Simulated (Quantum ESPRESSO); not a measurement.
# NiI2: parallel and opposed starts, part 2 of 3

Aim: find out which collinear order of NiI2 costs least.

Quantum ESPRESSO 7.5; LDA with U = 6 eV on Ni d (ortho-atomic projectors); plane waves with GBRV 1.5 LDA potentials, no spin-orbit coupling.

So far, largest spin moment in the atom's sphere (μB): step 2 (start 1: ferro +) 1.48.

The database entry behind the starting cell differs from later determinations by our own check (c about 0.7 % short), so it need not match the best structure at ambient conditions.

## (3) Run 2 (antiferro q=(0,0,1/2) +−)

The cell is doubled to 6 atoms to hold this order. The wavevector q is in fractions of the reciprocal vectors of the crystal's primitive cell, as the cells of these inputs are built from it; moments change sign between cells as cos(2π q·R).

pw.in reads:

```
&CONTROL
  calculation = 'scf'
  prefix = 'pwscf'
  outdir = './tmp'
  pseudo_dir = './pseudo'
  disk_io = 'nowf'
/
&SYSTEM
  ibrav = 0
  nat = 6
  ntyp = 3
  ecutwfc = 40
  ecutrho = 280
  nbnd = 43
  occupations = 'smearing'
  smearing = 'fd'
  degauss = 0.00367493
  nspin = 2
  starting_magnetization(1) = 0.1111
  starting_magnetization(2) = -0.1111
  starting_magnetization(3) = 0
/
&ELECTRONS
  conv_thr = 1.2d-08
  electron_maxstep = 150
  mixing_beta = 0.3
/
ATOMIC_SPECIES
Ni1    58.6934 ni_lda_v1.4.uspp.F.UPF
Ni2    58.6934 ni_lda_v1.4.uspp.F.UPF
I     126.9045 i_lda_v1.uspp.F.UPF
CELL_PARAMETERS angstrom
   1.9515000000    1.1266990503    6.5566666667
  -1.9515000000    1.1266990503    6.5566666667
   0.0000000000   -4.5067962012   13.1133333334
ATOMIC_POSITIONS crystal
Ni1     0.0000000000    0.0000000000    0.0000000000
Ni2     0.0000000000    0.0000000000    0.5000000000
I       0.2500000000    0.2500000000    0.1250000000
I       0.2500000000    0.2500000000    0.6250000000
I       0.7500000000    0.7500000000    0.3750000000
I       0.7500000000    0.7500000000    0.8750000000
K_POINTS automatic
6 6 3 0 0 0
HUBBARD {ortho-atomic}
U Ni1-3d 6.0000
U Ni2-3d 6.0000
```

Run with:

```bash
$ OMP_NUM_THREADS=1 mpirun -n 4 pw.x -nk 4 -in pw.in > pw.out
```

What it wrote:

```text
[banner, memory and clock lines left out]
Program PWSCF v.7.5 starts

     Message from routine setup:
     using ibrav=0 with symmetry is DISCOURAGED, use correct ibrav instead

     bravais-lattice index     =            0
     lattice parameter (alat)  =      13.1016  a.u.
     unit-cell volume          =    1167.4477 (a.u.)^3
     number of atoms/cell      =            6
     number of atomic types    =            3
     number of electrons       =        64.00
     number of Kohn-Sham states=           43
     kinetic-energy cutoff     =      40.0000  Ry
     charge density cutoff     =     280.0000  Ry
     scf convergence threshold =      1.2E-08
     mixing beta               =       0.3000
     number of iterations used =            8  plain     mixing
     Exchange-correlation= SLA  PZ   NOGX NOGC
                           (   1   1   0   0   0   0   0)
     Hubbard projectors: ortho-atomic
     Hubbard parameters of DFT+U (Dudarev formulation) in eV:
     U(Ni1-3d) =  6.0000
     U(Ni2-3d) =  6.0000

     Internal variables: lda_plus_u =T, lda_plus_u_kind = 0

     Internal variables: orbital_resolved =F, hub_pot_fix =F, apply_U = F

     celldm(1)=  13.101634  celldm(2)=   0.000000  celldm(3)=   0.000000
     celldm(4)=   0.000000  celldm(5)=   0.000000  celldm(6)=   0.000000

     crystal axes: (cart. coord. in units of alat)
               a(1) = (   0.281476   0.162510   0.945707 )
               a(2) = (  -0.281476   0.162510   0.945707 )
               a(3) = (   0.000000  -0.650042   1.891414 )

     reciprocal axes: (cart. coord. in units 2 pi/alat)
               b(1) = (  1.776348  1.025575  0.352470 )
               b(2) = ( -1.776348  1.025575  0.352470 )
               b(3) = (  0.000000 -1.025575  0.176235 )

     PseudoPot. # 1 for Ni read from file:
     ni_lda_v1.4.uspp.F.UPF
     Pseudo is Ultrasoft + core correction, Zval = 18.0

     PseudoPot. # 2 for Ni read from file:
     ni_lda_v1.4.uspp.F.UPF
     Pseudo is Ultrasoft + core correction, Zval = 18.0

     PseudoPot. # 3 for I  read from file:
     i_lda_v1.uspp.F.UPF
     Pseudo is Ultrasoft + core correction, Zval =  7.0

     atomic species   valence    mass     pseudopotential
     Ni1              18.00    58.69340     Ni( 1.00)
     Ni2              18.00    58.69340     Ni( 1.00)
     I                 7.00   126.90450     I ( 1.00)

     Starting magnetic structure
     atomic species   magnetization
     Ni1             0.111
     Ni2            -0.111
     I               0.000

      4 Sym. Ops., with inversion, found

   Cartesian axes

     site n.     atom                  positions (alat units)
         1        Ni1    tau(   1) = (   0.0000000   0.0000000   0.0000000  )
         2        Ni2    tau(   2) = (   0.0000000  -0.3250209   0.9457068  )
         3        I      tau(   3) = (   0.0000000   0.0000000   0.7092801  )
         4        I      tau(   4) = (   0.0000000  -0.3250209   1.6549869  )
         5        I      tau(   5) = (   0.0000000   0.0000000   2.1278403  )
         6        I      tau(   6) = (   0.0000000  -0.3250209   3.0735472  )

     number of k points=    34  Fermi-Dirac smearing, width (Ry)=  0.0037
                       cart. coord. in units 2pi/alat
        k(    1) = (   0.0000000   0.0000000   0.0000000), wk =   0.0092593
        k(    2) = (   0.0000000  -0.3418583   0.0587450), wk =   0.0185185
        k(    3) = (  -0.2960580   0.1709292   0.0587450), wk =   0.0370370
        k(    4) = (  -0.2960580  -0.1709292   0.1174900), wk =   0.0370370
        k(    5) = (  -0.2960580   0.5127875  -0.0000000), wk =   0.0370370
        [... 29 further k-points ...]

     Dense  grid:    92383 G-vectors     FFT dimensions: (  72,  72, 144)

     Smooth grid:    39901 G-vectors     FFT dimensions: (  54,  54, 108)

     Check: negative core charge=   -0.000003
     Generating pointlists ...
     new r_m :   0.1658 (alat units)  2.1721 (a.u.) for type    1
     new r_m :   0.1658 (alat units)  2.1721 (a.u.) for type    2
     new r_m :   0.1658 (alat units)  2.1721 (a.u.) for type    3

     Initial potential from superposition of free atoms

     starting charge      59.9996, renormalised to      64.0000

     STARTING HUBBARD OCCUPATIONS:

     =================== HUBBARD OCCUPATIONS ===================
     ------------------------ ATOM    1 ------------------------
     Tr[ns(  1)] (up, down, total) =   5.00000  3.00000  8.00000
     Atomic magnetic moment for atom   1 =   2.00000
     [... lines left out ...]
     ------------------------ ATOM    2 ------------------------
     Tr[ns(  2)] (up, down, total) =   3.00000  5.00000  8.00000
     Atomic magnetic moment for atom   2 =  -2.00000
     [... lines left out ...]
     Number of occupied Hubbard levels =   16.0000

     Atomic wfc used for Hubbard projectors are orthogonalized

     Starting wfcs are   42 randomized atomic wfcs +    1 random wfcs

     Self-consistent Calculation

     iteration #  1     ecut=    40.00 Ry     beta= 0.30
     Davidson diagonalization with overlap
     ethr =  1.00E-02,  avg # of iterations =  5.4

     =================== HUBBARD OCCUPATIONS ===================
     ------------------------ ATOM    1 ------------------------
     Tr[ns(  1)] (up, down, total) =   3.44725  0.49165  3.93890
     Atomic magnetic moment for atom   1 =   2.95560
     [... lines left out ...]
     ------------------------ ATOM    2 ------------------------
     Tr[ns(  2)] (up, down, total) =   0.49187  3.44851  3.94038
     Atomic magnetic moment for atom   2 =  -2.95664
     [... lines left out ...]
     Number of occupied Hubbard levels =    7.8793

     total energy              =    -928.08246002 Ry
     estimated scf accuracy    <      48.92990561 Ry

     total magnetization       =     0.00 Bohr mag/cell
     absolute magnetization    =     6.71 Bohr mag/cell

     iteration #  2     ecut=    40.00 Ry     beta= 0.30
     Davidson diagonalization with overlap
     ethr =  1.00E-02,  avg # of iterations =  3.0

     total energy              =    -942.41039535 Ry
     estimated scf accuracy    <      36.40041648 Ry

     total magnetization       =     0.00 Bohr mag/cell
     absolute magnetization    =     0.32 Bohr mag/cell

     [... further iterations left out ...]

     iteration # 20     ecut=    40.00 Ry     beta= 0.30
     Davidson diagonalization with overlap
     ethr =  4.62E-11,  avg # of iterations =  2.2

     total energy              =    -944.90043748 Ry
     estimated scf accuracy    <       0.00000002 Ry

     total magnetization       =     0.00 Bohr mag/cell
     absolute magnetization    =     3.57 Bohr mag/cell

     iteration # 21     ecut=    40.00 Ry     beta= 0.30
     Davidson diagonalization with overlap
     ethr =  2.41E-11,  avg # of iterations =  1.8

     Magnetic moment per site  (integrated on atomic sphere of radius R)
     atom   1 (R=0.166)  charge= 16.8775  magn=  1.4727
     atom   2 (R=0.166)  charge= 16.8775  magn= -1.4727
     atom   3 (R=0.166)  charge=  4.2762  magn=  0.0526
     atom   4 (R=0.166)  charge=  4.2762  magn= -0.0526
     atom   5 (R=0.166)  charge=  4.2762  magn= -0.0526
     atom   6 (R=0.166)  charge=  4.2762  magn=  0.0526

     End of self-consistent calculation

     =================== HUBBARD OCCUPATIONS ===================
     ------------------------ ATOM    1 ------------------------
     Tr[ns(  1)] (up, down, total) =   4.96593  3.50379  8.46972
     Atomic magnetic moment for atom   1 =   1.46213
     [... lines left out ...]
     ------------------------ ATOM    2 ------------------------
     Tr[ns(  2)] (up, down, total) =   3.50381  4.96592  8.46974
     Atomic magnetic moment for atom   2 =  -1.46211
     [... lines left out ...]
     Number of occupied Hubbard levels =   16.9395

     [... lines left out ...]
     the Fermi energy is     6.2698 ev

!    total energy              =    -944.90043750 Ry
     estimated scf accuracy    <          1.0E-08 Ry
     smearing contrib. (-TS)   =      -0.00000064 Ry
     internal energy E=F+TS    =    -944.90043686 Ry

     The total energy is F=E-TS. E is the sum of the following terms:
     one-electron contribution =    -756.78487041 Ry
     hartree contribution      =     400.72437942 Ry
     xc contribution           =    -259.79689717 Ry
     ewald contribution        =    -329.25016266 Ry
     Hubbard energy            =       0.20711396 Ry

     total magnetization       =     0.00 Bohr mag/cell
     absolute magnetization    =     3.57 Bohr mag/cell

     convergence has been achieved in  21 iterations
```

The job ended after 5.3 min (4 MPI ranks of Arm Neoverse V2, shared host; peak memory 1.2 GiB).

Spin moment in the atom's sphere by atom:

```csv
atom,spin moment in the atom's sphere (μB)
Ni1,1.47
Ni2,-1.47
I3,0.05
I4,-0.05
I5,-0.05
I6,0.05
```

Numbers from this step:

| Quantity | Value |
| --- | --- |
| smearing term TS | 8.70e-6 eV |
| magnetization | 0 μB |
| absolute magnetization | 3.57 μB |
| final state | antiferromagnetic |

Spin density in the ac plane at fractional y = 0.000, with atoms of Ni within 0.2 Å of it.

Values in e/Å³, 13 rows by 16 columns, each cell a mean:
```
 1.6  1.7  0.5  0.1  0.0  0.0  0.0  0.0  0.0  0.0  0.0  0.0  0.0  0.0  0.0  0.0
 0.0  0.0  0.1  0.0  0.0  0.0  0.0  0.0  0.0  0.0  0.0  0.0  0.0  0.0  0.0  0.0
 0.0  0.0  0.0  0.0  0.0  0.0  0.0  0.0  0.0  0.0  0.0  0.0  0.0  0.0  0.0  0.0
 0.0  0.0  0.0  0.0  0.0  0.0  0.0  0.0  0.0  0.0  0.0  0.0  0.0  0.0  0.0  0.0
 0.0  0.0  0.0  0.0  0.0  0.0  0.0  0.0  0.0  0.0  0.0  0.0  0.0  0.0  0.0  0.0
 0.0  0.0  0.0  0.0  0.0  0.0  0.0  0.0  0.0  0.0  0.0  0.0  0.0 -0.2 -0.7 -0.8
-2.6 -1.3 -0.2  0.0  0.0  0.0  0.0  0.0  0.0  0.0  0.0  0.0  0.0  0.0 -0.4 -1.7
-0.1 -0.5 -0.3 -0.1  0.0  0.0  0.0  0.0  0.0  0.0  0.0  0.0  0.0  0.0  0.0  0.0
 0.0  0.0  0.0  0.0  0.0  0.0  0.0  0.0  0.0  0.0  0.0  0.0  0.0  0.0  0.0  0.0
 0.0  0.0  0.0  0.0  0.0  0.0  0.0  0.0  0.0  0.0  0.0  0.0  0.0  0.0  0.0  0.0
 0.0  0.0  0.0  0.0  0.0  0.0  0.0  0.0  0.0  0.0  0.0  0.0  0.0  0.0  0.0  0.0
 0.0  0.0  0.0  0.0  0.0  0.0  0.0  0.0  0.0  0.0  0.0  0.0  0.0  0.1  0.2  0.0
 1.2  0.1  0.0  0.0  0.0  0.0  0.0  0.0  0.0  0.0  0.0  0.0  0.0  0.2  1.0  2.5
```
Columns run along a (6.9 Å), rows up along c (13.9 Å). Atoms in or near the plane, at fractional coordinates: Ni at (0.00, 0.00), Ni at (0.00, 0.50).

Valence density in the ac plane at fractional y = 0.000, with atoms of Ni within 0.2 Å of it. It is the smooth field of the valence electrons, not physical close to the nuclei.

Values in e/Å³, 13 rows by 16 columns, each cell a mean:
```
15 15  4  1  0  0  0  0  0  0  0  0  0  0  0  3
 0  0  1  1  0  0  0  0  1  1  0  0  0  0  0  0
 0  0  0  0  0  0  0  0  0  1  1  1  0  0  0  0
 0  0  0  0  1  1  0  0  0  0  0  0  0  0  0  0
 0  0  0  0  0  0  1  1  0  0  0  0  0  0  0  0
 1  0  0  0  0  0  0  0  0  0  0  0  0  2  7  7
27 13  2  0  0  0  0  0  0  0  0  0  0  0  3 19
 1  4  3  1  0  0  0  0  0  0  0  0  0  0  0  0
 0  0  0  0  0  0  0  0  1  1  1  0  0  0  0  0
 0  0  0  0  0  0  0  0  0  0  0  1  1  0  0  0
 0  0  0  0  0  1  1  0  0  0  0  0  0  0  0  0
 0  0  0  0  0  0  0  0  0  0  0  0  0  1  1  0
14  2  0  0  0  0  0  0  0  0  0  0  0  1  9 23
```
Columns run along a (6.9 Å), rows up along c (13.9 Å). Atoms in or near the plane, at fractional coordinates: Ni at (0.00, 0.00), Ni at (0.00, 0.50).

## (4) Ranking

An order is kept where moments of 0.15 μB or more survive with the typed signs; meshes match where a doubled cell samples the same k points as the first cell.

Orders:

```csv
start,final state,typed order kept,energy over the lowest (meV a seeded atom),largest site moment (μB),net moment (μB a cell of the first run),mesh matched,CPU time (s)
ferro +,ferromagnetic,yes,5.561,1.482,2,yes,287.8
"antiferro q=(0,0,1/2) +-",antiferromagnetic,yes,0,1.473,0,yes,1278
```

## (5) The lowest state again, with its states saved

pw.in, as its differences from that of step 3:

```diff
@@ -5,3 +5,3 @@
   pseudo_dir = './pseudo'
-  disk_io = 'nowf'
+  disk_io = 'low'
 /
@@ -9,2 +9,3 @@
   ibrav = 0
+  celldm(1) = 8
   nat = 6
@@ -13,3 +14,3 @@
   ecutrho = 280
-  nbnd = 43
+  nbnd = 47
   occupations = 'smearing'
@@ -31,6 +32,6 @@
 I     126.9045 i_lda_v1.uspp.F.UPF
-CELL_PARAMETERS angstrom
-   1.9515000000    1.1266990503    6.5566666667
-  -1.9515000000    1.1266990503    6.5566666667
-   0.0000000000   -4.5067962012   13.1133333334
+CELL_PARAMETERS alat
+   0.4609750665259    0.2661440787429    1.5487880363157
+  -0.4609750665259    0.2661440787429    1.5487880363157
+   0.0000000000000   -1.0645763149715    3.0975760726315
 ATOMIC_POSITIONS crystal
```

What it wrote:

```text
     [... lines left out ...]
Program PWSCF v.7.5 starts
     [... lines left out ...]
     number of atoms/cell      =            6
     [... lines left out ...]
     number of electrons       =        64.00
     number of Kohn-Sham states=           47
     kinetic-energy cutoff     =      40.0000  Ry
     charge density cutoff     =     280.0000  Ry
     scf convergence threshold =      1.2E-08
     [... lines left out ...]
      4 Sym. Ops., with inversion, found
     [... lines left out ...]
     number of k points=    34  Fermi-Dirac smearing, width (Ry)=  0.0037
     [... lines left out ...]
     iteration # 19     ecut=    40.00 Ry     beta= 0.30
     [... lines left out ...]
     Magnetic moment per site  (integrated on atomic sphere of radius R)
     atom   1 (R=0.272)  charge= 16.8775  magn=  1.4728
     atom   2 (R=0.272)  charge= 16.8775  magn= -1.4728
     atom   3 (R=0.272)  charge=  4.2762  magn=  0.0526
     atom   4 (R=0.272)  charge=  4.2762  magn= -0.0526
     atom   5 (R=0.272)  charge=  4.2762  magn= -0.0526
     atom   6 (R=0.272)  charge=  4.2762  magn=  0.0526
     [... lines left out ...]
     Tr[ns(  1)] (up, down, total) =   4.96593  3.50376  8.46969
     [... lines left out ...]
     Tr[ns(  2)] (up, down, total) =   3.50376  4.96593  8.46969
     [... lines left out ...]
     the Fermi energy is     6.2698 ev
!    total energy              =    -944.90043750 Ry
     estimated scf accuracy    <       0.00000001 Ry
     smearing contrib. (-TS)   =      -0.00000064 Ry
     [... lines left out ...]
     total magnetization       =     0.00 Bohr mag/cell
     absolute magnetization    =     3.57 Bohr mag/cell
     convergence has been achieved in  19 iterations
```

Run time: 5.3 min. Hardware: 4 MPI ranks; peak memory 1.2 GiB; 21 min of CPU time.

Numbers from this step:

```yaml
smearing_term_ts: 8.69e-6 eV
magnetization: 0 μB
absolute_magnetization: 3.57 μB
final_state: antiferromagnetic
largest_moment: 1.473 μB
```

(Part 2 of 3 ends here.)

[Logs and program files are shortened in this print: banners, set-up blocks, solver, clock and traceback lines can be left out without a mark of their own.]

[Logs are printed without paths, hosts, clocks, repeated set-up lines and the standing remarks that a program may print on its own settings, such as how far it seeks lower states.]

[Hosts, paths, dates, database ids (printed as entryN), source tags and the programs' standing remarks are cut or masked in the printed files.]

[Where a cell is said to come from a database of computed structures, the database is the Materials Project.]
